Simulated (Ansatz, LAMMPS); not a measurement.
# Glassy 81SiO2-7Na2O-7CaO-4ZnO (mol %) (78 atoms) under strain: runs compared

How stiff is glassy 81SiO2-7Na2O-7CaO-4ZnO (mol %) (78 atoms), and how do its levels respond to strain?

Computed with Ansatz 0.2.0: Kohn-Sham DFT, PBE, PAW (set soft_2), plane waves.

## 1. The cell as built

The cell holds 78 atoms: 22 Si, 4 Na, 2 Ca, 1 Zn and 49 O. Cell: a = 10.144 Å, b = 10.144 Å, c = 10.144 Å, α = 90.0°, β = 90.0°, γ = 90.0°. 78 atoms (22 Si, 4 Na, 2 Ca, 1 Zn, 49 O) placed at random at 2.4 g/cm³, melted at 4000 K for 10 ps at fixed volume with the Morse and Coulomb pair potential with partial charges (Pedone, Malavasi, Menziani, Cormack and Segre, J. Phys. Chem. B 110, 11780 (2006)). Quenched from 4000 K to 300 K at 1000 K/ps and fixed volume, held 10 ps at zero pressure.

Limits known from the start: The quench rate of 1000 K/ps is orders of magnitude faster than experiment, which tends to freeze in extra defects. The network of bonds at the start is that of the classical potential that made the cell, and needn't be the one that DFT or experiment would give. Sampling is at Γ alone.

## 2. The reference run

The reference is a single point at the end of the relaxation.

Every strained cell starts from the geometry of this run, and its atoms are relaxed with the cell held.

Its input, with most atom lines left out:

```yaml
crystal:
  lattice:
    - [10.2924, -0.26501, -0.27419]
    - [-0.26501, 9.91961, 0.12396]
    - [-0.27419, 0.12396, 10.47064]
  atoms:
    - { symbol: Si, position: [0.97317, 0.444, 0.0915] }
    - { symbol: Si, position: [0.23788, 0.46561, 0.19084] }
    - { symbol: Si, position: [0.70975, 0.86252, 0.85521] }
    - { symbol: Si, position: [0.26835, 0.81751, 0.53444] }
    - { symbol: Si, position: [0.11869, 0.42611, 0.83169] }
    - { symbol: Si, position: [0.59984, 0.26262, 0.17203] }
    - { symbol: Si, position: [0.84331, 0.39409, 0.4961] }
    [... atom lines 8 to 78 left out ...]
kpoints:
  mp_grid: { grid: [1, 1, 1] }
hamiltonian:
  xc: pbe
scf:
  occupations: { method: gaussian, width: 0.05 }
output:
  forces: true
  stress: true
  populations: true
  dos:
    method: { smearing: { sigma: 0.08 } }
    de: 0.1
    projected: { site_lists: { Ca: [Ca], Na: [Na], O: [O], Si: [Si], Zn: [Zn] } }
  eigenvalues: true
  write_density: true
  write_potential: true
  volumetric_format: npy
  elf: true
```

| Quantity | Value |
| --- | --- |
| free energy per atom | -702.2196 eV/atom |
| r.m.s. force component | 0.00427 eV/Å |
| pressure | 0.004717 GPa |

Filled and empty levels are parted by 3.61 eV (at Γ alone); a semilocal functional tends to put such gaps too low. In a disordered cell it changes from sample to sample, and tail or defect levels can set it.

## 3. The runs

Each row is one run, on 4 threads of Arm Neoverse V1, shared host. The free energy is the program's total, comparable only between runs with the same functional, potentials and atoms.

```csv
run,atoms,outcome,"ionic steps, all passes",free energy (eV),time,host memory (GiB)
Single point at the start,78,converged,-,-54764.954,8.3 s,1.3
Cell and atoms relaxed,78,converged,29,-54773.129,4.7 min,1.3
Single point at the relaxed geometry,78,converged,-,-54773.129,15 s,1.3
Volume -3 %,78,converged,9,-54772.944,86 s,1.3
Volume +3 %,78,converged,16,-54773.009,2.9 min,1.3
Volume -6 %,78,converged,11,-54772.419,1.7 min,1.3
Volume +6 %,78,converged,12,-54772.567,2.2 min,1.4
Volume -10 %,78,converged,18,-54771.508,2.9 min,1.3
Stretched by 1 % along x,78,converged,5,-54773.093,52 s,1.3
Compressed by 1 % along x,78,converged,5,-54773.091,51 s,1.3
Sheared by 2 % in xy,78,converged,7,-54773.081,68 s,1.3
```

In some runs the program notes that the exchange-correlation potential is rough where the density is thin and the SCF threshold is loose for the stress.

## 4. Pressure against volume

Atoms are relaxed at each volume, in the scaled cell.

```csv
volume change (%),volume (Å³/atom),energy change (meV/atom),pressure (GPa),largest move on relaxing (Å),bonds,gap (eV)
-10,12.316,20.79,5.30,0.89,124,4.34
-6,12.863,9.11,3.55,0.36,121,3.99
-3,13.274,2.38,1.80,0.18,122,3.76
+0,13.685,0.00,0.00,-,119,3.61
+3,14.095,1.55,-1.41,0.51,120,3.52
+6,14.506,7.21,-3.01,0.61,118,3.37
```

## 5. Uniaxial strain and shear

Stress (GPa, compression positive) less that of the relaxed cell, atoms relaxed:

```csv
strain,xx,yy,zz,xy,energy change (meV/atom)
stretched by 1 % along x,-1.137,-0.383,-0.277,0.108,0.47
compressed by 1 % along x,1.137,0.429,0.334,-0.104,0.50
sheared by 2 % in xy,0.206,0.002,0.080,-0.740,0.62
```

## 6. Outcome

The bulk modulus, from the slope of pressure against ln V over the three points nearest the relaxed volume, is 53.5 GPa; between neighbouring points the slope runs 40, 56, 59, 48 and 56 GPa from the smallest volume up, without a steady fall, so no pressure derivative is given, and the cell yields more easily when compressed beyond -6 %. The count of bonds runs from 118 to 124 over the series, so at some points contacts cross the cutoffs. At -10 %, +3 % and +6 % some atom moved by over 0.5 Å on relaxing, so those points may sit in another local minimum. The gap goes from 4.34 eV at the smallest volume to 3.37 eV at the largest, -5.8 eV per unit of ln V by a straight line, on the run's k-points. In the Cartesian axes of the cell, finite differences give C11 = 114, C12 = 40.6, C13 = 30.5 and C66 = 37.0 GPa (the shear of 2 % is the engineering strain, εxy = 0.01). The mean of C11, C12 and C13, which equals the bulk modulus in a cubic or isotropic solid, is 61.6 GPa: it lies 15 % over the bulk modulus from the volumes. For an isotropic solid C66 would equal (C11 − C12)/2 = 36.6 GPa; so small a sample needn't be isotropic, and C66 rests on one shear. With the bulk modulus and C66 as K and G, Young's modulus would be about 90 GPa and Poisson's ratio 0.22.

**Limits.** Strains are finite and relaxations stop at the force tolerance of the input, which can leave moduli too stiff; they are those of a static cell at zero temperature. Volumes are changed with the cell's shape held, so in an anisotropic solid the modulus lies over the one under free hydrostatic load. The program notes that the SCF threshold of the relaxations is loose for the stress.

The DFT runs together took 19 min of wall time.

[Logs are printed without paths, hosts, clocks, repeated set-up lines and the standing remarks that a program may print on its own settings, such as how far it seeks lower states.]

[Hosts, paths, dates, database ids (printed as entryN), source tags and the programs' standing remarks are cut or masked in the printed files.]
